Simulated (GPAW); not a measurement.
# Screening of a field by Al2SSe monolayer, part 2 of 2

Aim: the dipole that a field along the normal induces in Al2SSe monolayer.

GPAW 26.7.0; GPAW, PAW setups; layer in a repeated cell with vacuum, relaxation of atoms and in-plane cell (the session's first sound run).

So far. Step 4 (Field on): The dipole is now -0.0895 e Å, against -0.0049 in the run without a field. Step 5 (In a field): The dipole is now -0.0472 e Å, against -0.0049 in the run without a field.

## Step 8: Field on (continued)

Level of this step: GPAW, PAW setups; slab in vacuum (GPAW).

Electrostatic potential energy of an electron (without an applied field's), less the Fermi level, planar mean against z:

z (Å), electrostatic potential energy of an electron (without an applied field's), less the Fermi level, planar mean (eV) and a bar from the least value:
```
      0.0        5.0 ##############################
      0.5        5.2 ##############################
      1.0        5.2 ##############################
      1.5        5.2 ##############################
      2.0        5.2 ##############################
      2.5        5.2 ##############################
      3.0        5.2 ##############################
      3.5        5.2 ##############################
      4.0        5.2 ##############################
      4.5        5.2 ##############################
      5.0        5.1 ##############################
      5.5        4.7 #############################
      6.0        2.9 ###########################
      6.5       -4.3 #################
      7.0      -16.5 
      7.5       -8.7 ###########
      8.0       -8.6 ###########
      8.5       -6.5 ##############
      9.0       -0.1 #######################
      9.5        2.1 ##########################
     10.0       -0.2 #######################
     10.5       -6.7 ##############
     11.0       -9.8 #########
     11.5      -11.8 #######
     12.0      -12.4 ######
     12.5       -0.3 ######################
     13.0        3.6 ############################
     13.5        4.4 #############################
     14.0        4.6 #############################
     14.5        4.7 #############################
     15.0        4.7 #############################
     15.5        4.7 #############################
     16.0        4.7 #############################
     16.5        4.7 #############################
     17.0        4.7 #############################
     17.5        4.7 #############################
     18.0        4.7 #############################
     18.5        4.7 #############################
```

The dipole is now 0.0374 e Å, against -0.0049 in the run without a field.

## Step 9: In a field

Contents of run.py:

```python
import json
import numpy as np
from ase import Atoms
from gpaw import GPAW, PW
from gpaw.external import ConstantElectricField

slab = Atoms(
    ['Se', 'Al', 'Al', 'S'],
    positions=[
        [-0.00000, 2.12520, 7.00000],
        [0.00000, -0.00000, 8.21104],
        [0.00000, 0.00000, 10.80423],
        [-0.00000, 2.12520, 11.82815]],
    cell=[[3.68095, 0.0, 0.0], [-1.84047, 3.18779, 0.0], [0.0, 0.0, 18.8281]],
    pbc=[True, True, False])

slab.calc = GPAW(mode=PW(400), xc='PBE', kpts={'size': (9, 9, 1), 'gamma': True},
                 occupations={'name': 'fermi-dirac', 'width': 0.05}, nbands='200%',
                 convergence={'density': 1e-05}, maxiter=200,
                 poissonsolver={'dipolelayer': 'xy'},
                 external=ConstantElectricField(0.2, [0, 0, 1]),
                 symmetry={'tolerance': 1e-3}, txt='slab.txt')
result = {}
energy = slab.get_potential_energy()
fermi = slab.calc.get_fermi_level()
v = slab.calc.get_electrostatic_potential().mean((0, 1)) - fermi
n = slab.calc.get_pseudo_density().mean((0, 1))
L = slab.cell[2, 2]
z = np.arange(len(v)) * L / len(v)
low, high = slab.positions[:, 2].min(), slab.positions[:, 2].max()
below, above = np.interp([low - 4.8, high + 4.8], z, v)
slopes = [np.interp(x, z, np.gradient(v, z)) for x in (low - 4.8, high + 4.8)]
eps = np.array([[slab.calc.get_eigenvalues(k, s) for k in range(len(slab.calc.get_ibz_k_points()))]
                for s in range(slab.calc.get_number_of_spins())]) - fermi
top, bottom = eps[eps < 0].max(), eps[eps > 0].min()
dipole = slab.get_dipole_moment()[2]
print(f'energy {energy:.4f} eV, Fermi level {fermi:.4f} eV, dipole {dipole:.5f} e A')
print(f'potential 4.8 A off the faces, from the Fermi level: lower {below:.4f} eV, upper {above:.4f} eV')
print(f'slope of the potential there: lower {slopes[0]:.5f}, upper {slopes[1]:.5f} eV/A')
print(f'nearest levels on the mesh: {top:.4f} and {bottom:.4f} eV')
print('magnetic moment', round(slab.get_magnetic_moment(), 3))
result.update(energy=energy, fermi=fermi, dipole=dipole, below=below, above=above, slopes=slopes, edges=[top, bottom],
              z=z.tolist(), v=v.tolist(), n=n.tolist(), positions=slab.positions.tolist(),
              forces=slab.get_forces(apply_constraint=False).tolist(), moments=slab.get_magnetic_moments().tolist())
json.dump(result, open('result.json', 'w'))
```

The run is started by

```bash
$ OMP_NUM_THREADS=1 OPENBLAS_NUM_THREADS=1 python run.py
```

What it wrote:

```text
energy -18.1810 eV, Fermi level -0.9106 eV, dipole 0.07972 e A
potential 4.8 A off the faces, from the Fermi level: lower 5.5778 eV, upper 4.3479 eV
slope of the potential there: lower -0.00009, upper 0.00015 eV/A
nearest levels on the mesh: -1.0705 and 1.0181 eV
magnetic moment 0.0
```

The job ended after 63 s (1 thread of Arm Neoverse V1, shared host; peak memory 0.26 GiB).

The dipole is now 0.0797 e Å, against -0.0049 in the run without a field.

## Step 10: Field on

run.py: that of step 9 with these lines changed.

```diff
@@ -20,3 +20,3 @@
                  poissonsolver={'dipolelayer': 'xy'},
-                 external=ConstantElectricField(0.2, [0, 0, 1]),
+                 external=ConstantElectricField(0.3, [0, 0, 1]),
                  symmetry={'tolerance': 1e-3}, txt='slab.txt')
```

What it wrote:

```text
energy -18.1911 eV, Fermi level -0.9058 eV, dipole 0.12209 e A
potential 4.8 A off the faces, from the Fermi level: lower 5.9041 eV, upper 4.0204 eV
slope of the potential there: lower -0.00009, upper 0.00020 eV/A
nearest levels on the mesh: -1.0815 and 1.0094 eV
magnetic moment 0.0
```

Wall time 63 s (1 thread); peak memory 0.26 GiB.

The dipole is now 0.122 e Å, against -0.0049 in the run without a field.

## Step 11: The series

The members are put on one axis.

This step: induced dipole against applied field (GPAW 26.7.0).

Dipole along the normal against field:

```csv
field (V/Å),dipole along the normal (e·Å)
-0.200,-0.0895
-0.100,-0.0472
-0.050,-0.0261
0.000,-0.00489
0.050,0.0162
0.100,0.0374
0.200,0.0797
0.300,0.122
```

## Step 12: What came out

```
work function, upper and lower face (Fermi level placed in the gap by the smearing) : 4.979 and 4.903 eV
ionisation energy from the upper face (highest filled level on the mesh)            : 6.05 eV
electron affinity from the upper face (lowest empty Kohn-Sham level on the mesh)    : 3.97 eV
dipole along the normal                                                             : -0.00489 e Å
induced dipole per field                                                            : 0.423 e Å per V/Å
out-of-plane polarisability per area, α/(ε0 A)                                      : 6.53 Å
```

The field induces 0.423 e Å per V/Å, a polarisable thickness α/(ε0 A) of 6.53 Å beside 4.83 Å between the outermost nuclei. A perfect conductor would give the distance between its two image planes; a dielectric of thickness t gives t(1 - 1/ε). The two faces differ by 0.076 eV, the step that the slab's dipole makes (e p/(ε0 A) gives 0.075 eV), so the dipole layer is needed. The levels nearest the Fermi level on the mesh lie 2.08 eV apart, so the slab is gapped there: the smearing puts the Fermi level inside the gap, and from either face the ionisation energy is the work function plus 1.1 eV. Both are Kohn-Sham levels on the mesh, and semilocal gaps are too small, so the affinity tends to come out too large and the ionisation energy too small. The induced dipole is linear in the field over this range. The layer's cell and atoms come from the relaxation; spin-orbit coupling and temperature are left out.

[Logs are printed without paths, hosts, clocks, repeated set-up lines and the standing remarks that a program may print on its own settings, such as how far it seeks lower states.]

[Hosts, paths, dates, database ids (printed as entryN), source tags and the programs' standing remarks are cut or masked in the printed files.]
